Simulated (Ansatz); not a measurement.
# Which site? Al in place of Si in amorphous Si0.8Ge0.2 (114 atoms): runs compared

Aim: make Al in place of Si at several sites of amorphous Si0.8Ge0.2 (114 atoms), relax each, and compare their energies.

Computed with Ansatz 0.2.0: Kohn-Sham DFT, PBE, PAW (set soft_1), plane waves.

### 1. The cell as built

The cell holds 114 atoms: 91 Si and 23 Ge. Cell: a = 13.435 Å, b = 13.435 Å, c = 13.435 Å, α = 90.0°, β = 90.0°, γ = 90.0°. 114 atoms (91 Si, 23 Ge) placed at random at 2.89 g/cm³, melted at 3500 K for 10 ps at fixed volume with the Tersoff potential (Tersoff, Phys. Rev. B 39, 5566 (1989)). Quenched from 3100 K to 500 K at 50 K/ps and fixed volume, held 5 ps, then minimised at fixed cell.

What the set-up can't give: The quench rate of 50 K/ps is orders of magnitude faster than experiment, which tends to freeze in extra defects. The starting topology of bonds comes from the classical model, and needn't be the one that DFT or experiment would give. Only the Γ point is sampled, in a cell whose shortest periodic width is 13 Å.

### 2. The reference run

The reference is a single point at the end of the relaxation.

Every defect cell starts from the geometry of this run and is relaxed in the fixed cell.

Its input, with most atom lines left out:

```yaml
crystal:
  lattice:
    - [13.4349, 0.0, 0.0]
    - [0.0, 13.4349, 0.0]
    - [0.0, 0.0, 13.4349]
  atoms:
    - { symbol: Si, position: [0.78749, 0.74737, 0.65442] }
    - { symbol: Si, position: [0.62123, 0.01072, 0.14961] }
    - { symbol: Si, position: [0.86543, 0.84122, 0.79123] }
    - { symbol: Si, position: [0.79133, 0.48049, 0.50586] }
    - { symbol: Si, position: [0.46707, 0.6607, 0.59128] }
    - { symbol: Si, position: [0.2683, 0.3779, 0.18018] }
    - { symbol: Si, position: [0.78965, 0.34167, 0.24278] }
    [... atom lines 8 to 114 left out ...]
kpoints:
  mp_grid: { grid: [1, 1, 1] }
hamiltonian:
  xc: pbe
  pseudopotentials: { kind: paw, azcp: { folder: soft_1 } }
scf:
  occupations: { method: gaussian, width: 0.025 }
output:
  forces: true
  stress: true
  populations: true
  dos:
    method: { smearing: { sigma: 0.15 } }
    de: 0.1
    projected: { site_lists: { Ge: [Ge], Si: [Si] } }
  eigenvalues: true
  write_density: true
  write_potential: true
  volumetric_format: npy
  elf: true
```

- free energy per atom: -1373.8006 eV/atom
- r.m.s. force component: 0.00835 eV/Å
- pressure: -1.245 GPa

Filled and empty levels are parted by 0.153 eV (at Γ alone); a semilocal functional tends to put such gaps too low. In a disordered cell it changes from sample to sample, and tail or defect levels can set it.

### 3. The runs

Each row is one run, on 4 threads of Arm Neoverse V2, shared host. The free energy is the program's total, comparable only between runs with the same functional, potentials and atoms.

| run | atoms | outcome | ionic steps, all passes | free energy (eV) | time | host memory (GiB) |
| --- | --- | --- | --- | --- | --- | --- |
| Single point at the start | 114 | converged | - | -156609.570 | 30 s | 3.1 |
| Relaxation | 114 | converged | 13 | -156613.273 | 3.9 min | 3.1 |
| Single point at the relaxed geometry | 114 | converged | - | -156613.273 | 46 s | 3.1 |
| Al on a site of Si, site Si38 | 114 | converged | 13 | -156515.209 | 6.6 min | 3.2 |
| Al on a site of Si, site Si24 | 114 | converged | 16 | -156515.381 | 8.7 min | 3.2 |
| Al on a site of Si, site Si18 | 114 | converged | 14 | -156514.906 | 7.3 min | 3.2 |
| Al on a site of Si, site Si40 | 114 | converged | 12 | -156514.929 | 6.1 min | 3.2 |
| Al on a site of Si, site Si44 | 114 | converged | 5 | -156514.655 | 2.7 min | 3.2 |
| Al on a site of Si, site Si26 | 114 | converged | 16 | -156515.237 | 8.8 min | 3.2 |

The surroundings of site Si24, the cheapest one, after relaxation, nearest first, numbered as they follow in the input and with coordinates relative to it.

| atom | x | y | z | distance (Å) | bonds |
| --- | --- | --- | --- | --- | --- |
| Al24 | 0.04 | 0.01 | -0.09 | 0.10 | 5 |
| Si21 | 0.32 | 2.26 | 0.73 | 2.40 | 4 |
| Si58 | -1.37 | -0.47 | -2.13 | 2.57 | 4 |
| Si36 | 0.57 | -1.40 | 2.12 | 2.60 | 4 |
| Ge107 | 2.35 | -0.17 | -1.19 | 2.64 | 4 |
| Ge110 | -2.19 | -0.53 | 1.37 | 2.64 | 3 |
| Si15 | -1.61 | -2.84 | -1.60 | 3.64 | 4 |
| Si41 | -1.62 | 3.28 | 0.01 | 3.66 | 4 |
| Si23 | 2.89 | -1.72 | 1.75 | 3.80 | 4 |
| Si90 | 3.78 | 1.38 | 0.08 | 4.02 | 4 |

The column of bonds counts only the pairs Si-Si within 2.88 Å, Si-Ge within 2.88 Å, Si-Al within 3.08 Å, Ge-Ge within 2.88 Å, Ge-Al within 3.12 Å; other neighbours, such as metal atoms beside each other in a compound, aren't counted, and periodic images can show an atom twice.

### 4. The sites compared

All these cells hold the same atoms, so their energies can be compared with no chemical potential.

| site | neighbours | mean distance (Å) | atoms within 6 Å | energy over the best site (eV) | before relaxation (eV) | gain on relaxing (eV) |
| --- | --- | --- | --- | --- | --- | --- |
| Si24 | Si3Ge2 | 2.53 | 41 | 0.00 | 0.00 | 0.30 |
| Si26 | Si4 | 2.43 | 43 | 0.14 | 0.38 | 0.54 |
| Si38 | Si4 | 2.40 | 41 | 0.17 | 0.27 | 0.40 |
| Si40 | Si4 | 2.39 | 48 | 0.45 | 0.63 | 0.48 |
| Si18 | SiGe3 | 2.40 | 44 | 0.47 | 0.68 | 0.51 |
| Si44 | Si3Ge | 2.40 | 37 | 0.73 | 0.60 | 0.18 |

Neighbours are those of the relaxed host within 2.88 Å (Si-Si), 2.77 Å (Si-Ge); other pairs aren't counted.

### 5. Outcome

The cheapest site is Si24 (5 neighbours, Si3Ge2); the dearest, Si44 (4 neighbours, Si3Ge), costs 0.73 eV more. By coordination the energies over the best site are 0.14 to 0.73 eV with 4 neighbours and 0.00 eV with 5 neighbours. Relaxation gains 0.18 to 0.54 eV and leaves the best site the same.

Caveats: Defects are neutral and interact with their images. In a disordered cell the relaxation can also rearrange atoms far from the site. Only 6 of the 91 Si sites were tried; unless symmetry makes the others alike to these, a cheaper one may exist. The change leaves an odd electron count, and these runs have no spin polarisation.

The DFT runs together took 45 min of wall time.

[Logs are printed without paths, hosts, clocks, repeated set-up lines and the standing remarks that a program may print on its own settings, such as how far it seeks lower states.]

[Hosts, paths, dates, database ids (printed as entryN), source tags and the programs' standing remarks are cut or masked in the printed files.]
